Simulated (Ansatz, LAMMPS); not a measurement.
# Static equation of state of glassy 58SiO2-9Al2O3-5FeO-7MgO-12CaO-7Na2O-2TiO2 (mol %) (127 atoms)

Density of this cell: 2.64 g/cm³. The cell holds 127 atoms: 25 Si, 8 Al, 2 Fe, 3 Mg, 5 Ca, 6 Na, 1 Ti and 77 O. Its edges and angles: a = 11.768 Å, b = 12.004 Å, c = 12.144 Å, α = 92.7°, β = 90.6°, γ = 89.9°. The starting structure: 127 atoms (25 Si, 8 Al, 2 Fe, 3 Mg, 5 Ca, 6 Na, 1 Ti, 77 O) placed at random at 2.6 g/cm³, melted at 3000 K for 20 ps at fixed volume with the Buckingham and Coulomb pair potential of Guillot and Sator (Geochim. Cosmochim. Acta 71, 1249 (2007)) with the boron terms of Wang et al. (J. Non-Cryst. Solids 498, 294 (2018)). Quenched from 3000 K to 300 K at 200 K/ps and fixed volume, held 10 ps at zero pressure, then minimised at fixed cell.

Calculated with Ansatz 0.2.0: Kohn-Sham DFT, PBE, PAW (set soft_2), plane waves; cutoff 420 eV, Γ point, gaussian smearing of 0.05 eV, spin polarised, started with 1 moments up and 1 down in a pattern of our own, ending at 0.0 μB in the cell. Cell and atoms were relaxed first, to V0 = 13.492 Å³ an atom at a residual P0 = 0.001 GPa. The cell was then scaled evenly, and the atoms were relaxed at each volume.

```
volume (Å³/atom)  pressure (GPa)
          12.682           3.220
          13.087               ?
          13.897          -1.541
          14.301          -3.015
```

Task: Fit the third-order Birch–Murnaghan equation to the rows given and interpolate to the withheld row.

Worked fit:

Take the Eulerian strain f = ½[(V0/V)^(2/3) − 1] and the normalised pressure F = (P − P0) / [3f(1 + 2f)^(5/2)]. The third-order Birch–Murnaghan equation is then the line F = B0 + (3/2)B0(B′ − 4) f, so u = f and v = F.

| u = f | v = F (GPa) |
| --- | --- |
| 0.0210565 | 45.9717 |
| -0.00975633 | 55.3236 |
| -0.0190505 | 58.1498 |

With n = 3: mean u = -0.00258344, mean v = 53.1484, Σ(u − ū)² = 8.815e-4, Σ(u − ū)(v − v̄) = -0.26762. Slope b = -0.26762 / 8.815e-4 = -303.61; intercept a = v̄ − b ū = 52.364.

So B0 = a = 52.4 GPa and B′ = 4 + 2b/(3a) = 0.135. At the withheld volume f = 0.01026, F = a + b f = 49.25 GPa, and P = P0 + 3f(1 + 2f)^(5/2) F.

Prediction at 13.087: 1.595 GPa. The run gave 1.496 GPa, so the fit is high by 0.100 GPa (6.7 % of the value).

The series isn't one smooth equation of state: even a line fitted to all rows, the withheld one included, misses F by up to 4.4 %, the count of bonds changes along the series and an atom moves over 0.5 Å in some relaxation. B0 and B′ are then only the numbers of this fit, not moduli of the material. Among the rows given, the largest miss of the fit is at 14.301, by 1.0e-4 GPa (0.0016 % of the range of the table).

Limits: Static cells at zero temperature; the cell shape is held. The program notes that the SCF threshold of these relaxations is loose for the stress. The quench rate of 200 K/ps is many orders above laboratory rates, so the cell is likely richer in defects and strain than a real sample. The network of bonds at the start is that of the classical potential that made the cell, and needn't be the one that DFT or experiment would give. Without a Hubbard term or exact exchange, open shells on Fe are likely too delocalised. Only the Γ point is sampled, in a cell whose shortest periodic width is 12 Å.

[Logs are printed without paths, hosts, clocks, repeated set-up lines and the standing remarks that a program may print on its own settings, such as how far it seeks lower states.]

[Hosts, paths, dates, database ids (printed as entryN), source tags and the programs' standing remarks are cut or masked in the printed files.]
